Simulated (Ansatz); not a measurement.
# Work function of fcc Pd face by face (PBEsol, PAW set soft_1)

Does the work function of Pd follow how densely a face is packed?

All values are computed: Ansatz 0.2.0, PBEsol, plane waves, PAW set soft_1, scalar-relativistic unless marked; slabs or sheets with vacuum, the vacuum level from the planar mean of the electrostatic potential.

| face | atoms in the slab | top-layer atoms per Å² | work function (eV) |
| --- | --- | --- | --- |
| (110) | 8 | 0.093 | 4.85 |
| (100) | 6 | 0.132 | 5.23 |
| (111) | 6 | 0.152 | 5.37 |

The densest face listed is +0.52 eV against the most open one. That fits Smoluchowski's order: on an open face electrons flow from the ridges into the troughs, which leaves a dipole with its positive end outwards and lowers the barrier.

The slabs are 1×1 cuts on the parent's lattice, 9.4 to 11.1 Å between the outer relaxed layers.
